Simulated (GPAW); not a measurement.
## Pt: optical spectrum from first principles

Aim: the dielectric function of Pt, and the optical constants that follow from it.

Calculated with GPAW 26.7.0; DFT, PBE, plane-wave PAW (GPAW data sets), scalar-relativistic, RPA, optical limit.

## 1. Starting point

The structure is cubic, space group Fm-3m (No. 225). Conventional cell: a = 3.922 Å, b = 3.922 Å, c = 3.922 Å, α = 90.00°, β = 90.00°, γ = 90.00°. Nearest to Pt lie 12 Pt at 2.77 Å.

Structure file:

```cif
data_structure
_symmetry_space_group_name_H-M 'Fm-3m'
_symmetry_Int_Tables_number 225
_cell_length_a 3.9218
_cell_length_b 3.9218
_cell_length_c 3.9218
_cell_angle_alpha 90.000
_cell_angle_beta 90.000
_cell_angle_gamma 90.000
_cell_volume 60.32
loop_
_atom_site_label
_atom_site_type_symbol
_atom_site_symmetry_multiplicity
_atom_site_Wyckoff_symbol
_atom_site_fract_x
_atom_site_fract_y
_atom_site_fract_z
_atom_site_occupancy
Pt1 Pt 4 a 0.00000 0.00000 0.00000 1
```

## 2. Ground state

First the ground state: is it a metal or has it a gap?

This step: DFT, PBE, plane-wave PAW (GPAW data sets), scalar-relativistic, ground state (GPAW 26.7.0).

Input file gs.py:

```python
from ase import Atoms
from ase.dft.bandgap import bandgap
from gpaw import GPAW, PW, FermiDirac

atoms = Atoms(['Pt'],
              cell=[[0.000000000000, 1.960900000000, 1.960900000000],
                    [1.960900000000, 0.000000000000, 1.960900000000],
                    [1.960900000000, 1.960900000000, 0.000000000000]],
              scaled_positions=[[0.000000000000, 0.000000000000, 0.000000000000]],
              pbc=[True, True, True])
atoms.calc = GPAW(mode=PW(500), xc='PBE', kpts={'size': (10, 10, 10), 'gamma': True},
                  occupations=FermiDirac(0.05), maxiter=150, txt='gs.txt')
print('energy (eV)', atoms.get_potential_energy())
print('Fermi level (eV)', atoms.calc.get_fermi_level())
print('valence electrons', atoms.calc.get_number_of_electrons())
print('gap (eV)', bandgap(atoms.calc, output=None)[0])
print('direct gap (eV)', bandgap(atoms.calc, direct=True, output=None)[0])
atoms.calc.write('gs.gpw')
```

On the command line:

```console
> OMP_NUM_THREADS=1 python gs.py
```

Numbers of over 12 decimals in the logs are rounded to 6 here.

The log of the run:

```text
__  _  _
 | _ |_)|_||  |
 |__||  | ||/\| - 26.7.0

Versions:
  Python: 3.12.14
  ASE:    3.29.0
  Numpy:  2.5.5
  Scipy:  1.18.1
  Libxc:  7.0.0

Input parameters:
  mode=PW(ecut=500.0),
  kpts=MonkhorstPack(size=(10, 10, 10), gamma=True),
  maxiter=150,
  occupations=Occupations(name='fermi-dirac', width=0.05, fixmagmom=False),
  xc=XC(name='PBE')

Diagonalizing LCAO Hamiltonian
Converting LCAO to pw mode

       Pt

Atoms  # Å, Bohr magnetons
|   | symbol |        x |        y |        z |    initial magnetic moments |
| 0 |     Pt | 0.000000 | 0.000000 | 0.000000 | ( 0.0000,  0.0000,  0.0000) |

Unit cell  # Å
| periodic |        x |        y |        z |  lengths |    angles |
|      yes | 0.000000 | 1.960900 | 1.960900 | 2.773131 | 60.000000 |
|      yes | 1.960900 | 0.000000 | 1.960900 | 2.773131 | 60.000000 |
|      yes | 1.960900 | 1.960900 | 0.000000 | 2.773131 | 60.000000 |

Number of symmetries: 48
Symmetry operations  # r_c * U_cc + t_c -> r_c
|    | kind |            matrix            |
|  0 |  σ   |  1, 0, 0,  1, 0,-1,  1,-1, 0 |
|  1 |  C2  |  1, 0, 0,  1,-1, 0,  1, 0,-1 |
|  2 |  E   |  1, 0, 0,  0, 1, 0,  0, 0, 1 |
|  3 |  σ   |  1, 0, 0,  0, 0, 1,  0, 1, 0 |
|  4 |  C4  |  1, 0,-1,  1, 0, 0,  1,-1, 0 |
|  5 |  S6  |  1, 0,-1,  1,-1, 0,  1, 0, 0 |
|  6 |  σ   |  1, 0,-1,  0, 1,-1,  0, 0,-1 |
|  7 |  C3  |  1, 0,-1,  0, 0,-1,  0, 1,-1 |
|  8 |  S6  |  1,-1, 0,  1, 0, 0,  1, 0,-1 |
|  9 |  C4  |  1,-1, 0,  1, 0,-1,  1, 0, 0 |
| 10 |  C3  |  1,-1, 0,  0,-1, 1,  0,-1, 0 |
| 11 |  σ   |  1,-1, 0,  0,-1, 0,  0,-1, 1 |
| 12 |  σ   |  0, 1, 0,  1, 0, 0,  0, 0, 1 |
| 13 |  C4  |  0, 1, 0,  0, 1,-1, -1, 1, 0 |
| 14 |  C3  |  0, 1, 0,  0, 0, 1,  1, 0, 0 |
| 15 |  S6  |  0, 1, 0, -1, 1, 0,  0, 1,-1 |
| 16 |  C2  |  0, 1,-1,  1, 0,-1,  0, 0,-1 |
| 17 |  σ   |  0, 1,-1,  0, 1, 0, -1, 1, 0 |
| 18 |  S4  |  0, 1,-1,  0, 0,-1,  1, 0,-1 |
| 19 |  C4  |  0, 1,-1, -1, 1, 0,  0, 1, 0 |
| 20 |  C3  |  0, 0, 1,  1, 0, 0,  0, 1, 0 |
| 21 |  σ   |  0, 0, 1,  0, 1, 0,  1, 0, 0 |
| 22 |  S6  |  0, 0, 1,  0,-1, 1, -1, 0, 1 |
| 23 |  C4  |  0, 0, 1, -1, 0, 1,  0,-1, 1 |
| 24 |  S4  |  0, 0,-1,  1, 0,-1,  0, 1,-1 |
| 25 |  C3  |  0, 0,-1,  0, 1,-1,  1, 0,-1 |
| 26 |  C2  |  0, 0,-1,  0,-1, 0, -1, 0, 0 |
| 27 |  S6  |  0, 0,-1, -1, 0, 0,  0,-1, 0 |
| 28 |  S4  |  0,-1, 1,  1,-1, 0,  0,-1, 0 |
| 29 |  C4  |  0,-1, 1,  0, 0, 1, -1, 0, 1 |
| 30 |  C2  |  0,-1, 1,  0,-1, 0,  1,-1, 0 |
| 31 |  σ   |  0,-1, 1, -1, 0, 1,  0, 0, 1 |
| 32 |  C3  |  0,-1, 0,  1,-1, 0,  0,-1, 1 |
| 33 |  S6  |  0,-1, 0,  0, 0,-1, -1, 0, 0 |
| 34 |  S4  |  0,-1, 0,  0,-1, 1,  1,-1, 0 |
| 35 |  C2  |  0,-1, 0, -1, 0, 0,  0, 0,-1 |
| 36 |  C2  | -1, 1, 0,  0, 1, 0,  0, 1,-1 |
| 37 |  S6  | -1, 1, 0,  0, 1,-1,  0, 1, 0 |
| 38 |  S4  | -1, 1, 0, -1, 0, 1, -1, 0, 0 |
| 39 |  C3  | -1, 1, 0, -1, 0, 0, -1, 0, 1 |
| 40 |  S6  | -1, 0, 1,  0, 0, 1,  0,-1, 1 |
| 41 |  C2  | -1, 0, 1,  0,-1, 1,  0, 0, 1 |
| 42 |  C3  | -1, 0, 1, -1, 1, 0, -1, 0, 0 |
| 43 |  S4  | -1, 0, 1, -1, 0, 0, -1, 1, 0 |
| 44 |  C2  | -1, 0, 0,  0, 0,-1,  0,-1, 0 |
| 45 |  i   | -1, 0, 0,  0,-1, 0,  0, 0,-1 |
| 46 |  σ   | -1, 0, 0, -1, 1, 0, -1, 0, 1 |
| 47 |  C2  | -1, 0, 0, -1, 0, 1, -1, 1, 0 |

BZ-sampling:
  Number of BZ points: 1000
  Number of IBZ points: 47

  Monkhorst-Pack size: [10, 10, 10]
  Monkhorst-Pack shift: [0.05, 0.05, 0.05]

K-points  # in reciprocal-cell coordinates
|     |                                coordinates |     weight |
|   0 | (  0.00000000,   0.00000000,   0.00000000) | 0.00100000 |
|   1 | (  0.10000000,   0.10000000,   0.00000000) | 0.00600000 |
|   2 | (  0.10000000,   0.10000000,   0.10000000) | 0.00800000 |
|   3 | (  0.20000000,   0.10000000,   0.10000000) | 0.01200000 |
|   4 | (  0.20000000,   0.20000000,   0.00000000) | 0.00600000 |
|   5 | (  0.20000000,   0.20000000,   0.10000000) | 0.02400000 |
|   6 | (  0.20000000,   0.20000000,   0.20000000) | 0.00800000 |
|   7 | (  0.30000000,   0.20000000,   0.10000000) | 0.02400000 |
|   8 | (  0.30000000,   0.20000000,   0.20000000) | 0.02400000 |
|   9 | (  0.30000000,   0.30000000,   0.00000000) | 0.00600000 |
| ... |                                            |            |
|  46 | (  0.50000000,   0.50000000,   0.50000000) | 0.00400000 |

Plane wave coefficients: 392
Cutoff: 500.0 eV

Spin-components: 1 (collinear spins)
Bands:           12
Projectors:      6
Spin-degeneracy: 2
Datatype:        complex128

Parallelization:
  kpt:    1
  domain: 1
  band:   1

Density:
  Valence electrons: 16.0
  Components: 1
  Grid points: [15 15 15]
  Charge: 0.0  # |e|

Potential:
  Grid points: [15 15 15]

species:
  Pt:
    name:    Platinum
    id:
    Z:       78.0
    valence: 16
    core:    62
    charge:  0.0  # [|e|]
    compensation charges:
      type: gauss
      rc: 0.41  # [Å]
      lmax: 2
    cutoffs:
      filter: 2.26  # [Å]
      core: 2.26  # [Å]
    projectors
    | kind |    occ | energy [eV] | rcut [Å] |
    |   6s |  1.000 |      -5.628 |    1.307 |
    |   5p |  6.000 |     -56.051 |    1.371 |
    |   6p |  0.000 |      -0.845 |    1.371 |
    |   5d |  9.000 |      -6.153 |    1.307 |
    |    s |        |      21.583 |    1.307 |
    |    d |        |      21.058 |    1.307 |

    Using partial waves for Pt as LCAO basis

Reference energy: -500375.362767  # eV

eigensolver:
  PPCG
  Converge bands: occupied
  niter=2

density mixing:
  MSR1-Mixer
  Pratt-step length: 0.05
  Maximum mixing coefficient: 0.75
  Old densities: 10
  SVD Regularization: 0.005
  Good broyden scale: 1.0
  Trust region scale: 1.0
  Backstep threshold: 4.0
  History deletion threshold: 6.0
  Fourier metric: weight=20.0, sigma=0.015

occupation numbers:
  Fermi-Dirac:
    width: 0.0500  # eV

poisson solver:
  ecut: 4000.0  # eV

xc functional:
  name: PBE with 2 nearest neighbor stencil

convergence criteria:
- Maximum [total energy] change in last 3 cyles: 0.0005 eV / valence electron
- Maximum integral of absolute [dens]ity change: 0.0001 electrons / valence electron
- Maximum integral of absolute [eigenst]ate change: 4e-08 eV^2 / valence electron
maximum number of iterations: 150

SCF iterations
|iter     |      energy | eigst |  dens |
|iter:   1||   -6.828063 | +0.24 |       |
|iter:   2||   -6.743089 | -2.30 | -1.20 |
|iter:   3||   -6.409512 | -1.68 | -1.25 |
|iter:   4||   -6.407366 | -3.69 | -2.26 |
|iter:   5||   -6.407111c| -3.22 | -2.50 |
|iter:   6||   -6.407105c| -5.59 | -3.57 |
|iter:   7||   -6.407107c| -6.17 | -3.78 |
|iter:   8||   -6.407107c| -7.65c| -4.95c|

Converged in 8 steps
SCF loop duration: 3.769 s (0.471 s/step)
Energy contributions relative to reference atoms: (reference = -500375.362767)

Energy contributions:
  Kinetic:          -3.730729
  Coulomb:           2.204424
  Zero:             -0.544838
  External:          0.000000
  Xc:               -4.329944
  Entropy:          -0.012039
  Spinorbit:         0.000000
  ----------------------------
  Free energy:      -6.413127
  Extrapolated:     -6.407107

dipole moment: (-13.392969, -13.392969, -13.392969)  # |e|*Ang

Fermi level: 12.143
Eigenvalues  # (at kpt = [0.000, 0.000, 0.000])
| band index |      eig [eV] | occ [0-2] |
|          0 |       -40.438 |     2.000 |
|          1 |       -40.438 |     2.000 |
|          2 |       -40.438 |     2.000 |
|          3 |         2.027 |     2.000 |
|          4 |         8.370 |     2.000 |
|          5 |         8.370 |     2.000 |
|          6 |         8.370 |     2.000 |
|          7 |        10.500 |     2.000 |
|          8 |        10.500 |     2.000 |
|          9 |        27.405 |     0.000 |
|         10 |        32.294 |     0.000 |
|         11 |        32.294 |     0.000 |

No gap
No difference between direct/indirect transitions

--- standard output ---
energy (eV) -6.407107
Fermi level (eV) 12.142536
valence electrons 16.0
gap (eV) 0.0
direct gap (eV) 0.0
```

The job ended after 5.7 s (1 thread of Arm Neoverse V1, shared host; peak memory 0.12 GiB).

Read-outs, printed or worked out from the files:

- energy: -6.407 eV
- Fermi energy: 12.14 eV
- electrons: 16

There are states at the Fermi level within the smearing, so the occupations stay smeared and the carriers get a Drude term.

## 3. Bands for the response

The response needs many more empty bands than the density does.

This step: DFT, PBE, plane-wave PAW (GPAW data sets), scalar-relativistic, bands at fixed density (GPAW 26.7.0).

Input file nscf.py:

```python
from ase.dft.bandgap import bandgap
from gpaw import GPAW, FermiDirac

calc = GPAW('gs.gpw').fixed_density(kpts={'size': (22, 22, 22), 'gamma': True}, nbands=25, convergence={'bands': 19},
                                    occupations=FermiDirac(0.05), txt='nscf.txt')
print('gap (eV)', bandgap(calc, output=None)[0])
print('direct gap (eV)', bandgap(calc, direct=True, output=None)[0])
print('top band over the Fermi level (eV)', min(calc.get_eigenvalues(kpt=k)[18] for k in range(len(calc.get_ibz_k_points()))) - calc.get_fermi_level())
calc.write('full.gpw', mode='all')
```

On the command line:

```console
> OMP_NUM_THREADS=1 python nscf.py
```

The log of the run:

```text
Diagonalizing LCAO Hamiltonian
Converting LCAO to pw mode
convergence criteria:
- Maximum integral of absolute [eigenst]ate change: 4e-08 eV^2 / valence electron
maximum number of iterations: 150

SCF iterations
|iter     |      energy | eigst |  dens |
|iter:   1||             | +3.03 |       |
|iter:   2||             | +0.83 |       |
|iter:   3||             | -1.37 |       |
|iter:   4||             | -3.26 |       |
|iter:   5||             | -4.80 |       |
|iter:   6||             | -6.70 |       |
|iter:   7||             | -7.66c|       |
SCF steps: 7
  __  _  _
 | _ |_)|_||  |
 |__||  | ||/\| - 26.7.0

Versions:
  Python: 3.12.14
  ASE:    3.29.0
  Numpy:  2.5.5
  Scipy:  1.18.1
  Libxc:  7.0.0

Input parameters:
  mode=PW(ecut=500.0),
  convergence={'bands': 19},
  gpts=array([15, 15, 15]),
  kpts=MonkhorstPack(size=(22, 22, 22), gamma=True),
  maxiter=150,
  nbands=25,
  occupations=Occupations(name='fermi-dirac', width=0.05, fixmagmom=False),
  parallel={},
  xc=XC(name='PBE')

--- standard output ---
gap (eV) 0.0
direct gap (eV) 0.0
top band over the Fermi level (eV) 35.559915
```

Elapsed: 43 s, on 1 thread; peak memory 0.21 GiB.

## 4. Dielectric function, RPA

Transitions between filled and empty bands, summed over the zone, give the optical response, so mesh, band count and broadening shape it.

The induced potential is part of this response.

This step: DFT, PBE, plane-wave PAW (GPAW data sets), scalar-relativistic, RPA, optical limit (GPAW 26.7.0).

Input file df.py:

```python
from gpaw.response.df import DielectricFunction

df = DielectricFunction('full.gpw', frequencies={'type': 'nonlinear', 'domega0': 0.03, 'omega2': 8},
                        ecut=50,
                        eta=0.15,
                        nbands=19,
                        rate=0.05,
                        txt='df.txt')
for direction in ['x']:
    df.get_dielectric_function(xc='RPA', direction=direction, filename=f'df_{direction}.csv')
```

On the command line:

```console
> OMP_NUM_THREADS=1 python df.py
```

The log of the run:

```text
Using integrator: PointIntegrator
NonLinearFrequencyDescriptor(from 0.000 to 96.040 eV, 537 points)
Nonperiodic BCs:  [False False False]
Using integrator: PointIntegrator
NonLinearFrequencyDescriptor(from 0.000 to 96.040 eV, 537 points)
Nonperiodic BCs:  [False False False]
Using integrator: PointIntegrator

Calculating chi0 body with:
    Ground state adapter containing:
    Number of spins: 1
    Number of kpoints: 10648
    Number of irreducible kpoints: 328
    Number of completely occupied states: 5
    Number of partially occupied states: 9

    Linear response parametrization:
    q_c: [0.0, 0.0, 0.0]
    Number of frequency points: 537
    Planewave cutoff: 50.0
    Number of bands: 19
    Number of planewaves: 15
    Broadening (eta): 0.15

Integrating chi0 body.

Symmetries of q_c:
    Direct symmetries (Uq -> q): 48
    Indirect symmetries (TUq -> q): 0
In total 48 allowed symmetries.

328 groups of equivalent kpoints. 96.919609% reduction.

Integral kind: spectral function

Calculating chi0 optical extensions with:
    Ground state adapter containing:
    Number of spins: 1
    Number of kpoints: 10648
    Number of irreducible kpoints: 328
    Number of completely occupied states: 5
    Number of partially occupied states: 9

    Linear response parametrization:
    Number of frequency points: 537
    Planewave cutoff: 50.0
    Number of bands: 19
    Number of planewaves: 15
    Broadening (eta): 0.15
Integrating chi0 head and wings.

Symmetries of q_c:
    Direct symmetries (Uq -> q): 48
    Indirect symmetries (TUq -> q): 0
In total 48 allowed symmetries.

328 groups of equivalent kpoints. 96.919609% reduction.

Integral kind: spectral function wings

Calculating drude chi0 with:
    Number of frequency points:537
    Plasma frequency decay rate: 0.05 eV

    Ground state adapter containing:
    Number of spins: 1
    Number of kpoints: 10648
    Number of irreducible kpoints: 328
    Number of completely occupied states: 5
    Number of partially occupied states: 9

Symmetries of q_c:
    Direct symmetries (Uq -> q): 48
    Indirect symmetries (TUq -> q): 0
In total 48 allowed symmetries.

328 groups of equivalent kpoints. 96.919609% reduction.

Integral kind: intraband
Plasma frequency:
[[6.52-0.j 0.  +0.j 0.  -0.j]
 [0.  +0.j 6.52-0.j 0.  -0.j]
 [0.  +0.j 0.  -0.j 6.52-0.j]]
```

It took 13 s on 1 thread; peak memory 0.2 GiB.

Numbers from this step:

- main peak of the optical conductivity above 1 eV, first axis: 1.315 eV

Im ε, E ∥ x against photon energy; read off at these points:

```csv
photon energy (eV),"Im ε, E ∥ x"
0.500,111
0.750,62.4
1.000,42.9
1.250,36.3
1.500,27.3
1.750,22.6
2.000,17.5
2.250,15.4
2.500,12.5
2.750,10.7
3.000,9.60
3.250,10.1
3.500,8.30
3.750,6.23
4.000,5.95
4.250,6.47
4.500,4.79
4.750,4.56
5.000,4.17
5.250,4.03
5.500,3.81
5.750,3.32
6.000,3.18
6.250,3.32
6.500,3.33
6.750,3.47
7.000,4.43
7.250,4.67
7.500,4.28
7.750,3.88
8.000,4.16
8.250,4.90
8.500,4.04
8.750,4.31
8.959,4.97
9.000,4.94
9.250,4.41
9.500,4.35
9.750,3.85
10.000,3.71
10.250,3.15
10.500,3.24
10.750,2.75
11.000,2.58
11.250,2.50
11.500,2.47
11.750,2.37
12.000,2.32
12.250,2.16
12.500,2.01
12.750,1.82
13.000,1.92
13.250,2.04
13.500,1.99
13.750,1.87
```

Re ε, E ∥ x against photon energy:

```csv
photon energy (eV),"Re ε, E ∥ x"
0.5,-149
1.0,-42.2
1.5,-22.9
2.0,-15.4
2.5,-10.9
3.0,-6.48
3.5,-6.60
4.0,-3.12
4.5,-3.29
5.0,-1.83
5.5,-1.01
6.0,-0.0358
6.5,0.615
7.0,1.29
7.5,0.374
8.0,1.16
8.5,0.117
9.0,0.0580
9.5,-0.717
10.0,-0.860
10.5,-0.787
11.0,-0.693
11.5,-0.499
12.0,-0.450
12.5,-0.467
13.0,0.0374
13.5,-0.114
```

Table of Im ε, E ∥ x by photon energy; read off at these points:

```csv
photon energy (eV),without local fields,with local fields
0.5,111,111
1.0,42.9,42.9
1.5,27.3,27.3
2.0,17.5,17.5
2.5,12.5,12.5
3.0,9.59,9.60
3.5,8.31,8.30
4.0,5.95,5.95
4.5,4.78,4.79
5.0,4.17,4.17
5.5,3.80,3.81
6.0,3.18,3.18
6.5,3.33,3.33
7.0,4.42,4.43
7.5,4.27,4.28
8.0,4.12,4.16
8.5,4.01,4.04
9.0,4.87,4.94
9.5,4.27,4.35
10.0,3.62,3.71
10.5,3.15,3.24
11.0,2.51,2.58
11.5,2.50,2.47
12.0,2.35,2.32
12.5,2.06,2.01
13.0,1.99,1.92
13.5,2.08,1.99
```

Table of refractive index n and extinction k by photon energy:

```csv
photon energy (eV),n,k
0.5,4.30,12.9
1.0,3.00,7.15
1.5,2.52,5.41
2.0,1.99,4.40
2.5,1.69,3.70
3.0,1.60,3.00
3.5,1.42,2.93
4.0,1.34,2.22
4.5,1.12,2.13
5.0,1.17,1.79
5.5,1.21,1.57
6.0,1.25,1.27
6.5,1.41,1.18
7.0,1.72,1.29
7.5,1.53,1.40
8.0,1.66,1.26
8.5,1.44,1.40
9.0,1.58,1.56
9.5,1.36,1.60
10.0,1.21,1.53
10.5,1.13,1.44
11.0,0.996,1.30
11.5,1.01,1.23
12.0,0.978,1.19
12.5,0.894,1.12
13.0,0.989,0.970
13.5,0.969,1.03
```

Values under 1 per cm are given as 1. Absorption coefficient, E ∥ x against photon energy:

```csv
photon energy (eV),"absorption coefficient, E ∥ x (1/cm)"
0.492,6.5e5
1.010,7.2e5
1.486,8.2e5
1.985,8.9e5
2.508,9.4e5
3.018,9.1e5
3.510,1.0e6
3.980,9.0e5
4.516,9.7e5
4.981,9.1e5
5.515,8.8e5
6.021,7.7e5
6.494,7.8e5
6.985,9.1e5
7.496,1.1e6
8.026,1.0e6
8.516,1.2e6
9.023,1.4e6
9.483,1.5e6
10.026,1.6e6
10.519,1.5e6
11.029,1.4e6
11.479,1.4e6
12.023,1.4e6
12.504,1.4e6
13.000,1.3e6
13.512,1.4e6
```

At chosen wavelengths:

```csv
wavelength (nm),n,k,R (%),1/α
1550,3.52,8.431,84.6,15 nm
633,2.05,4.491,72.1,11 nm
450,1.65,3.240,62.4,11 nm
405,1.61,2.913,57.9,11 nm
308,1.37,2.208,47.7,11 nm
248,1.17,1.787,40.9,11 nm
193,1.41,1.204,22.3,13 nm
```

A polished face would reflect 68 % of daylight and look light grey (CIE x = 0.322, y = 0.337 under D65).

## 5. Summary of results

```yaml
main_peak_of_the_optical_conductivity_above_1_ev_first_axis: 1.32 eV
```

**Reading.** At this level (PBE, RPA) Pt is a metal; it reflects 67 % at 550 nm. A polished face would reflect 68 % of daylight and look light grey (CIE x = 0.322, y = 0.337 under D65). The carriers' damping of 0.05 eV is typed, not computed; it shapes the response at the lowest energies. Spin-orbit coupling is left out although heavy atoms are present. The sum runs over mesh points, so small or evenly spaced maxima can still be ripples of the mesh. In this version of GPAW the matrix elements of the optical limit are incomplete, which can lower ε − 1 by up to a tenth where first-row anions or d states rule, and shift it by more in d metals. GPAW's carrier term has the form −ωp²/(ω + i·rate)², which damps like twice the rate and fails at low energy, so the curves leave the lowest energies out.

[Machine, clock and banner lines and Python warnings are left out of the logs.]

[Logs are printed without paths, hosts, clocks, repeated set-up lines and the standing remarks that a program may print on its own settings, such as how far it seeks lower states.]

[Hosts, paths, dates, database ids (printed as entryN), source tags and the programs' standing remarks are cut or masked in the printed files.]
